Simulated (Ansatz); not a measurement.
# AlAg (P-6m2): phonons and vibrational spectra, part 2 of 2

How does AlAg (P-6m2) vibrate, and is this structure a minimum?

Ansatz 0.2.0; DFT PBEsol, scalar-relativistic, plane waves, norm-conserving pseudopotentials.

So far. Step 3 (Tight relaxation): The forces vanish by symmetry and the pressure is 0.001 GPa, within the tolerances set. The cell now holds 16.19 Å³/atom. The relaxed cell has a = 2.928, c = 4.360 Å (conventional setting).

## (4) Linear response at the zone centre

The zone centre comes first: it holds the modes that light can see, as far as symmetry allows. No field response is asked, since the mesh shows no gap.

The input, input.yaml:

```yaml
crystal:
  lattice:
    - [2.9282038994, 0.0, 0.0]
    - [-1.4641019497, 2.5358989643, 0.0]
    - [0.0, 0.0, 4.3595985116]
  atoms:
    - { symbol: Al, position: [0.0, 0.0, 0.5] }
    - { symbol: Ag, position: [0.6666666667, 0.3333333333, 0.0] }
kpoints:
  mp_grid: { grid: [18, 18, 12] }
hamiltonian:
  xc: pbesol
  pseudopotentials: { kind: nc }
scf:
  occupations: { method: methfessel_paxton, width: 0.2 }
output:
  eigenvalues: true
phonons:
  method: dfpt
```

Command:

```sh
> ansatz run input.yaml --threads 4 --pin off --max-ram 7168MiB --backend cpu --events-out ev --progress --plain --runs-dir out
```

Numbers of over 12 decimals in the logs are rounded to 6 here.

The program printed:

```text
zone centre: on kpoints.mp_grid the ground state, and the responses unless they are solved on pairs of k-points, stand on 637 of the mesh's 3888 k-points, reduced under 4 symmetry operations, with k and −k counted as one. Each operation leaves every solved displacement unchanged or reverses it
[...]
Crystal: 2 atoms, lattice volume = 32.373 Å³
Basis set: ecut = 1115.666836 eV, 2705 PW (Γ), exchange–correlation on 64×64×96 points (8 copies of the dense FFT grid, shifted against one another)
Bands: 15, of which v1, the nominal top of the filled ones, is band 11 counted from 1 (10 counted from 0)
Symmetry: 12 space group operations
k-points: 637 of 3888 (irreducible under 4 space group operations, time reversal used)
[...]
SCF iter   1: F=—  HF=-4279.428321 eV  |F-HF|=—  |Δ(HF+E_count)|=         —  Δρ=1.07e-1  dr2=5.12e0  ethr=3.10e-3  ⟨swp⟩=5.2  Hψ=50058  notcnv=0
[...]
SCF iter   9: F=-4278.280907 eV  HF=-4278.280907 eV  |F-HF|=1.82e-12  |Δ(HF+E_count)|=  4.90e-10  S|Δr|=    0.00e0  Δρ=8.94e-8  dr2=1.13e-12  ethr=1.00e-12  ⟨swp⟩=6.7  Hψ=68591  notcnv=0
SCF 1 converged in 9 iterations: F = -4278.280907 eV  dr2 = 1.13e-12
DFPT response loops at Γ: preconditioner auto → Kerker (q_TF=auto, 2.558 Å⁻¹) (partly filled bands, converged f_vac=0.001); β = 1.00, the filter's whole step (`scf.mixing.beta` (0.50) is not read by the response loops under this deck's `scf.mixing.preconditioner`; to damp them name `kerker` or `kerker_dos`, under which they read `scf.mixing.beta`, and type it under 1.00, their step now; both keys bind the ground state too); Broyden in place of MSR1
SCF converged after 9 iterations
[...]
Free energy (F): -4278.280907 eV
[...]
Internal energy: -4278.280979 eV  (E = F + TS)
E sigma→0 (E₀):  -4278.280925 eV
Entropy (-TS):   0.000072 eV (0.036 meV/atom)
Fermi energy:    13.908517 eV
[...]
--- Band table (eV; the first three rows and the last of 637) ---
  k-point 0: bands = [... 7 lower, 8.1418, 8.9195, 8.9195, 11.1034, 14.3078, 24.6540, 24.6540, 25.6211]
  k-point 1: bands = [... 7 lower, 8.1422, 8.9168, 8.9168, 10.6782, 14.8272, 24.7194, 24.7194, 25.5955]
  k-point 2: bands = [... 7 lower, 8.1432, 8.9093, 8.9093, 9.8321, 15.9605, 24.9009, 24.9009, 25.5383]
  k-point 636: bands = [... 7 lower, 8.2954, 8.6089, 10.3573, 12.1441, 15.0509, 16.4103, 17.7136, 19.1114]
--- Phonons (Γ-DFPT): 4 representative perturbations + reference, on 637 of 3888 k-points (Σ response iterations 12) ---
  k mesh reduced under 4 symmetry operations, with k and −k counted as one. Each operation leaves every solved displacement unchanged or reverses it
  ASR residual: 1.214e-4 → 0.000e0 eV/Å²; symmetrization residual: 5.632e-6 eV/Å²
  ASR residual per site (eV/Å²): 1.53e-5 1.21e-4
  Γ frequencies (cm⁻¹): 0.00 0.00 0.00 135.66 135.66 264.60
  non-analytic LO–TO correction: not included (Born effective charges unavailable; polar crystals: no LO–TO splitting at Γ)
```

The job ended after 1.9 min (4 threads of Arm Neoverse V1, shared host; peak memory 2.7 GiB).

Reading the cycles: dr2 is the Hartree energy of the density residual (eV), the measure of convergence; HF is the Harris–Foulkes estimate of the energy, which meets the free energy F at convergence.

This step gave:

- sum-rule residual before enforcement: 1.21e-4 eV/Å²
- point group: -6m2
- highest optical mode at the zone centre (no LO-TO term): 264.6 cm⁻¹
- lowest optical zone-centre mode: 135.7 cm⁻¹

Patterns of degenerate modes are one choice out of their space. The modes at Γ (shares of kinetic energy by element, %):

| mode | frequency (cm⁻¹) | symmetry | Al % | Ag % |
| --- | --- | --- | --- | --- |
| 1 | 0.0 | acoustic | 20 | 80 |
| 2 | 0.0 | acoustic | 20 | 80 |
| 3 | 0.0 | acoustic | 20 | 80 |
| 4 | 135.7 | E' | 80 | 20 |
| 5 | 135.7 | E' | 80 | 20 |
| 6 | 264.6 | A2'' | 80 | 20 |

Displacements in mode 5 (135.7 cm⁻¹), the largest set to 1:
```
Al1  0.13  1.00  0.00
Ag2 -0.03 -0.25  0.00
```

Displacements in mode 6 (264.6 cm⁻¹), the largest set to 1:
```
Al1  0.00  0.00  1.00
Ag2  0.00  0.00 -0.25
```

Before it was imposed, the acoustic sum rule was missed by 1.2e-4 eV/Å². Small misses are needed for a sound result but don't prove that mesh and cutoff are converged. The lowest optical mode is real, 136 cm⁻¹.

## (5) The dispersion

Stability and thermal properties need the whole zone. Linear response on a 2×2×2 q mesh gives force constants as far as a supercell of that size would.

input.yaml, the sections that differ from step 4:

```yaml
phonons:
  method: dfpt
  qmesh: [2, 2, 2]
  temperatures: { t_max: 1000, t_step: 50 }
  qpath:
    path:
      - [[0.0, 0.0, 0.0], [0.5, 0.0, 0.0], [0.33333333, 0.33333333, 0.0], [0.0, 0.0, 0.0], [0.0, 0.0, 0.5], [0.5, 0.0, 0.5], [0.33333333, 0.33333333, 0.5], [0.0, 0.0, 0.5]]
      - [[0.5, 0.0, 0.5], [0.5, 0.0, 0.0]]
      - [[0.33333333, 0.33333333, 0.5], [0.33333333, 0.33333333, 0.0]]
    npoints: 10
# crystal, kpoints, hamiltonian, scf, output: as in step 4
```

The program printed:

```text
Warning: phonons: the dynamical matrix that this run interpolates holds no multipole term above the dipole-dipole one, and a site of this crystal is no centre of inversion, so its interpolated transverse optical and acoustic branches and sound speeds can stay off near Gamma, and the density of states and the thermodynamics with them. What a run solves at a wave vector of phonons.qpoints, Gamma apart, where the deck admits one, is free of this, and under fd what a larger phonons.supercell samples
[...]
Crystal: 2 atoms, lattice volume = 32.373 Å³
Basis set: ecut = 1115.666836 eV, 2705 PW (Γ), exchange–correlation on 64×64×96 points (8 copies of the dense FFT grid, shifted against one another)
Bands: 15, of which v1, the nominal top of the filled ones, is band 11 counted from 1 (10 counted from 0)
Symmetry: 12 space group operations
k-points: 259 of 3888 (time reversal used)
[...]
SCF iter   1: F=—  HF=-4279.428312 eV  |F-HF|=—  |Δ(HF+E_count)|=         —  Δρ=1.07e-1  dr2=5.12e0  ethr=3.10e-3  ⟨swp⟩=5.3  Hψ=20398  notcnv=0
[...]
SCF iter   9: F=-4278.280907 eV  HF=-4278.280907 eV  |F-HF|=1.82e-12  |Δ(HF+E_count)|=  4.84e-10  S|Δr|=    0.00e0  Δρ=8.66e-8  dr2=1.13e-12  ethr=1.00e-12  ⟨swp⟩=6.8  Hψ=27929  notcnv=0
SCF 1 converged in 9 iterations: F = -4278.280907 eV  dr2 = 1.13e-12
[...]
SCF iter   6: F=-4278.280907 eV  HF=-4278.280907 eV  |F-HF|=1.82e-12  |Δ(HF+E_count)|=  2.73e-12  S|Δr|=    0.00e0  Δρ=1.66e-7  dr2=3.26e-12  ethr=1.00e-12  ⟨swp⟩=3.2  Hψ=10726  notcnv=0
SCF 2 converged in 6 iterations: F = -4278.280907 eV  dr2 = 3.26e-12
phonons: the bands overlap, so this run is a metal and interpolates without the dipole-dipole term. If the crystal is really an insulator or semiconductor, its LO-TO splitting is missing
NSCF: frozen V_eff on 259 k-points
[...]
DFPT response loops at q = (0, 0, 0) (fractional): preconditioner auto → Kerker (q_TF=auto, 2.558 Å⁻¹) (partly filled bands, converged f_vac=0.001); β = 1.00, the filter's whole step (`scf.mixing.beta` (0.50) is not read by the response loops under this deck's `scf.mixing.preconditioner`; to damp them name `kerker` or `kerker_dos`, under which they read `scf.mixing.beta`, and type it under 1.00, their step now; both keys bind the ground state too); Broyden in place of MSR1
[...]
SCF converged after 9 iterations
[...]
Free energy (F): -4278.280907 eV
[...]
Internal energy: -4278.280979 eV  (E = F + TS)
E sigma→0 (E₀):  -4278.280925 eV
Entropy (-TS):   0.000072 eV (0.036 meV/atom)
Fermi energy:    13.908517 eV
[...]
--- Band table (eV; the first three rows and the last of 259) ---
  k-point 0: bands = [... 7 lower, 8.1418, 8.9195, 8.9195, 11.1034, 14.3078, 24.6540, 24.6540, 25.6211]
  k-point 1: bands = [... 7 lower, 8.1422, 8.9168, 8.9168, 10.6782, 14.8272, 24.7194, 24.7194, 25.5955]
  k-point 2: bands = [... 7 lower, 8.1432, 8.9093, 8.9093, 9.8321, 15.9605, 24.9009, 24.9009, 25.5383]
  k-point 258: bands = [... 7 lower, 8.2175, 8.5256, 11.8669, 13.8408, 14.8056, 15.1765, 16.1358, 16.2402]
--- Phonons (Γ-DFPT): 4 representative perturbations + reference (Σ response iterations 10) ---
  ASR residual: 1.151e-4 → 0.000e0 eV/Å²; symmetrization residual: 9.808e-6 eV/Å²
  ASR residual per site (eV/Å²): 1.31e-5 1.15e-4
  Γ frequencies (cm⁻¹): 0.00 0.00 0.00 135.66 135.66 264.60
--- Phonons (arbitrary-q DFPT): 4 irreducible q on the 2×2×2 mesh ---
  q = [0.0000, 0.0000, 0.0000] (star 1, of the zone-centre solve; hermiticity 3.53e-6, symmetrization 3.24e-15): 0.00 0.00 0.00 135.66 135.66 264.60
  q = [0.0000, 0.0000, -0.5000] (star 1, 4 solved perturbations in 1792 linear systems a pass and spin channel, the states on 637 of 3888 k-point pairs; hermiticity 1.28e-8, symmetrization 3.82e-10, the responses' own estimated error 1.9e-4 eV/Å²): 62.38 62.38 116.49 128.13 128.13 285.16
  q = [0.0000, -0.5000, 0.0000] (star 3, 6 solved perturbations on 637 of 3888 k-point pairs; hermiticity 1.47e-5, symmetrization 2.06e-6, the responses' own estimated error 2.1e-4 eV/Å²): 85.90 86.46 152.08 174.83 241.56 273.98
[...]
sum rule: each row above includes the acoustic sum rule's correction from the zone centre's row sums; it moved no ω² by more than (0.54 cm⁻¹)²
  mesh force constants: q→R imaginary residual 7.44e-18; ASR residual 1.151e-4 → 0.000e0 eV/Å²; symmetrization residual 5.329e-15 eV/Å²
  interpolated dispersion: 93 rows × 6 modes
  density of states and harmonic sums: on the 24×24×14 q-mesh, interpolated from the force constants of a 2×2×2 supercell (no non-analytic term)
  largest difference from the sums on the solved wave vectors: F 7.42e-2 eV, S 1.07e-4 and C_V 3.23e-5 eV/K
  zero-point energy: 0.059220 eV/cell   skipped modes (ω ≤ 0): 3   left out of the sums: 6.20e-5 of the cell's modes: C_V's classical limit lies that fraction below 3 k_B per atom; for a crystal, a wire or a layer, F and S can be off by more, and a phonons.interpolated_qmesh denser along its periods is the remedy for the sampling
```

Elapsed: 5.1 min, on 4 threads; peak memory 2.6 GiB.

Numbers from this step:

- sum-rule residual before enforcement: 1.15e-4 eV/Å²
- lowest frequency on the path: 0 cm⁻¹
- highest frequency on the path or at a solved wavevector: 285.2 cm⁻¹
- mean frequency: 159.2 cm⁻¹
- lowest mode on the q mesh (acoustic modes at Γ apart): 62.38 cm⁻¹

Frequencies (cm⁻¹) solved at each irreducible wavevector; negative means imaginary. Frequencies by wavevector, by row:

```
q in reciprocal lattice units  star  mode 1  mode 2  mode 3  mode 4  mode 5  mode 6
                        0 0 0     1       0       0       0   135.7   135.7   264.6
                     0 0 -0.5     1    62.4    62.4   116.5   128.1   128.1   285.2
                     0 -0.5 0     3    85.9    86.5   152.1   174.8   241.6     274
                  0 -0.5 -0.5     3    81.2      86   140.4   171.2   258.2   282.8
```

Interpolated from a 2×2×2 q mesh, rough between the solved points. Phonon branches along the path, in cm⁻¹:

```
    point  branch 1  branch 2  branch 3  branch 4  branch 5  branch 6
        Γ         0         0         0       136       136       265
  halfway        60        62       113       156       213       254
        M        86        86       152       175       242       274
  halfway        88       104       146       199       240       265
        K        90       127       134       237       239       241
  halfway        67        78       118       170       223       251
        Γ         0         0         0       136       136       265
  halfway        43        43        86       132       132       274
        A        62        62       116       128       128       285
  halfway        75        91       112       151       224       271
        L        81        86       140       171       258       283
  halfway        72        99       137       201       256       273
        H        65       112       132       239       252       254
  halfway        83        84       117       168       234       267
        A        62        62       116       128       128       285
jump to L        81        86       140       171       258       283
  halfway        83        86       147       173       250       279
        M        86        86       152       175       242       274
jump to H        65       112       132       239       252       254
  halfway        77       123       130       240       245       247
        K        90       127       134       237       239       241
```

The phonon branches as a text plot (rows in cm⁻¹):

```
    279 |       *               ******   ****        ********
    267 |**    * **         ****      ***    *  * ***
    255 |  ****    **  * ***            **********      **   *
    244 |     ***********              *          *       *******
    232 |    *       *                        **   *            *
    220 |           * *  *            *      *  *
    208 |   *      *      *                         *
    196 |         *    *             *      *    *
    184 |        *      *  *                      *  *
    172 |  *  ***        *               ***       *    *****
    160 |   **            * *       *  **             *
    149 | **   *****       *         **             **   ****
    137 |**   *     ****    *****  **    ********     ***    *  *
    125 |    *      *** *        ***   **        **    *      ***
    113 |   *      *     *        **  *       **   *   *     *
    101 |         *    *  *      *  **       *  **  ***
     89 |       ******* *  *    *    ********     ****  *****  **
     77 |  *  **       ***          *********    **** * **    *
     65 |   **           ** *     ***        ****    ***     *
     53 | *               **   * *
     42 |  *               *    *
     30 |**                 ** *
     18 |*                   **
      6 |                     *
         Γ      M    K        Γ   A       L   H       A|L  M|H  K
```

Tetrahedra on a 24×24×14 mesh, mean over bins of 5 cm-1. Interpolated from a 2×2×2 q mesh, rough between the solved points. Phonon density of states against wavenumber; read off at these points:

| wavenumber (cm⁻¹) | phonon density of states (1/cm⁻¹/cell) |
| --- | --- |
| 2 | 1.0e-5 |
| 18 | 5.5e-4 |
| 28 | 0.00157 |
| 42 | 0.0045 |
| 58 | 0.0115 |
| 72 | 0.0463 |
| 78 | 0.0748 |
| 82 | 0.0708 |
| 98 | 0.0247 |
| 112 | 0.0165 |
| 122 | 0.0139 |
| 138 | 0.0510 |
| 152 | 0.0140 |
| 168 | 0.0185 |
| 172 | 0.0255 |
| 178 | 0.0205 |
| 192 | 0.0129 |
| 208 | 0.0105 |
| 218 | 0.00947 |
| 232 | 0.00853 |
| 248 | 0.0395 |
| 258 | 0.0601 |
| 262 | 0.0515 |
| 272 | 0.0262 |
| 288 | 0 |

The partial phonon density of states has structure finer than the step of the table below, so its rows give means over 10 cm⁻¹, whole bins alone (the curve runs from -10 to 303 cm⁻¹). Peaks (cm⁻¹: height): Ag 78.7: 0.0688, 135.8: 0.0398; Al 175.3: 0.0215, 256.1: 0.0556.

Phonopy on the run's constants, 21x21x13 mesh, Gaussian sigma 2.2 cm-1. Interpolated from a 2×2×2 q mesh, rough between the solved points. Table of partial phonon density of states by wavenumber; means over each step; values in 1/cm⁻¹/cell:

| wavenumber (cm⁻¹) | Ag | Al |
| --- | --- | --- |
| 0 | 3.8e-5 | 7.9e-6 |
| 10 | 1.8e-4 | 4.4e-5 |
| 20 | 6.4e-4 | 1.5e-4 |
| 30 | 0.00167 | 3.6e-4 |
| 40 | 0.00331 | 6.3e-4 |
| 50 | 0.00631 | 9.9e-4 |
| 60 | 0.0131 | 0.00146 |
| 70 | 0.0352 | 0.00321 |
| 80 | 0.0657 | 0.00463 |
| 90 | 0.0392 | 0.00176 |
| 100 | 0.0231 | 1.0e-3 |
| 110 | 0.0173 | 6.5e-4 |
| 120 | 0.0138 | 4.9e-4 |
| 130 | 0.0251 | 0.00387 |
| 140 | 0.0308 | 0.0105 |
| 150 | 0.00846 | 0.0114 |
| 160 | 0.00118 | 0.0135 |
| 170 | 0.00135 | 0.0198 |
| 180 | 0.00121 | 0.0177 |
| 190 | 8.3e-4 | 0.0126 |
| 200 | 6.4e-4 | 0.0107 |
| 210 | 4.7e-4 | 0.00936 |
| 220 | 4.3e-4 | 0.00908 |
| 230 | 3.1e-4 | 0.00840 |
| 240 | 7.1e-4 | 0.0228 |
| 250 | 0.00274 | 0.0450 |
| 260 | 0.00401 | 0.0500 |
| 270 | 0.00170 | 0.0293 |
| 280 | 4.4e-4 | 0.0104 |
| 290 | 7.2e-6 | 3.2e-4 |

Second derivatives of the energy by pair, one row for each kind of neighbour of each atom listed. Each entry sums the pair over the periodic images of the supercell that the q mesh stands for, and in a polar crystal it holds the long-range dipole part too. Force constants by pair, by row:

```
atom  neighbour  distance (Å)  third of the trace (eV/Å²)  along the pair's line (eV/Å²)
 Al1     itself             0                       4.884                              –
 Al1         Ag         2.759                     -0.4256                         -1.492
 Al1         Al         2.928                     -0.5277                         -2.046
 Al1         Ag         4.023                     -0.1361                        -0.1376
 Al1         Al          4.36                     -0.1984                         -0.492
 Al1         Al         5.252                     -0.0921                        -0.1768
 Ag2     itself             0                       4.889                              –
 Ag2         Al         2.759                     -0.4256                         -1.492
 Ag2         Ag         2.928                     -0.6883                         -2.793
 Ag2         Al         4.023                     -0.1361                        -0.1376
 Ag2         Ag          4.36                     -0.0616                         -0.312
 Ag2         Ag         5.252                       0.021                         0.1204
```

Symmetry leaves 4 wavevectors to solve. The lowest mode among them, the acoustic zeros apart, lies at q = (0, 0, -0.5) and is real, 62.4 cm⁻¹.

## (6) Another isotope

An isotope changes the mass and not the force constants, so no new electronic calculation is needed; the shifts show which modes move this element.

The same force constants with the mass of Ag changed from 107.868 to 108.905 u (phonopy, no LO-TO term). Both lists are sorted by frequency; levels can cross, so a row need not hold one and the same mode. Modes under 3 cm⁻¹ are left out. Isotope shifts, by row:

| q | rank | natural mass (cm⁻¹) | changed mass (cm⁻¹) |
| --- | --- | --- | --- |
| 0 0 0 | 4 | 135.7 | 135.5 |
| 0 0 0 | 5 | 135.7 | 135.5 |
| 0 0 0 | 6 | 264.6 | 264.4 |
| 0 0 -0.5 | 1 | 62.38 | 62.08 |
| 0 0 -0.5 | 2 | 62.38 | 62.08 |
| 0 0 -0.5 | 3 | 116.5 | 115.9 |
| 0 0 -0.5 | 4 | 128.1 | 128.1 |
| 0 0 -0.5 | 5 | 128.1 | 128.1 |
| 0 0 -0.5 | 6 | 285.2 | 285.2 |
| 0 -0.5 0 | 1 | 85.9 | 85.52 |
| 0 -0.5 0 | 2 | 86.46 | 86.05 |
| 0 -0.5 0 | 3 | 152.1 | 151.4 |
| 0 -0.5 0 | 4 | 174.8 | 174.8 |
| 0 -0.5 0 | 5 | 241.6 | 241.5 |
| 0 -0.5 0 | 6 | 274 | 274 |
| 0 -0.5 -0.5 | 1 | 81.2 | 80.83 |
| 0 -0.5 -0.5 | 2 | 86 | 85.59 |
| 0 -0.5 -0.5 | 3 | 140.4 | 139.8 |
| 0 -0.5 -0.5 | 4 | 171.2 | 171.2 |
| 0 -0.5 -0.5 | 5 | 258.2 | 258 |
| 0 -0.5 -0.5 | 6 | 282.8 | 282.7 |

A mode of this element alone would shift by -0.48 %. The highest zone-centre frequency without the field goes from 264.6 to 264.4 cm⁻¹ (-0.1 %). The product of the frequency ratios over all optical modes at Γ is 0.997; the product rule, (m/m′)^(3k/2) (M′/M)^(3/2) with k = 1 such atoms and M the mass of the cell, gives 0.997.

## (7) Outcome

| Property | Result |
| --- | --- |
| space group after relaxation (within 0.01 Å) | P-6m2 |
| volume per atom | 16.2 Å³ |
| electronic character | no gap on this mesh |
| highest optical mode at the zone centre (no LO-TO term) | 265 cm⁻¹ |
| lowest optical zone-centre mode | 136 cm⁻¹ |
| lowest mode on the q mesh (acoustic modes at Γ apart) | 62.4 cm⁻¹ |
| highest frequency on the path or at a solved wavevector | 285 cm⁻¹ |
| imaginary modes on the 2×2×2 q mesh | none |

The structure is a minimum as far as tested: no mode is imaginary at the 4 irreducible wavevectors of the 2×2×2 mesh, and the softest away from the acoustic zeros lies at 62 cm⁻¹. The optical modes at Γ span 136 to 265 cm⁻¹. The highest mode in this list at Γ, 264.6 cm⁻¹, is mostly motion of Al (80 % of the kinetic energy). The q mesh stands for a supercell only 5.9 Å across, so branches between the solved wavevectors are rough. With no gap, or one that is small against the smearing, the frequencies hang on the k mesh and the smearing, most of all near Kohn anomalies. These are harmonic frequencies at zero temperature: anharmonic shifts, linewidths and thermal expansion are left out.

[Logs are printed without paths, hosts, clocks, repeated set-up lines and the standing remarks that a program may print on its own settings, such as how far it seeks lower states.]

[Hosts, paths, dates, database ids (printed as entryN), source tags and the programs' standing remarks are cut or masked in the printed files.]
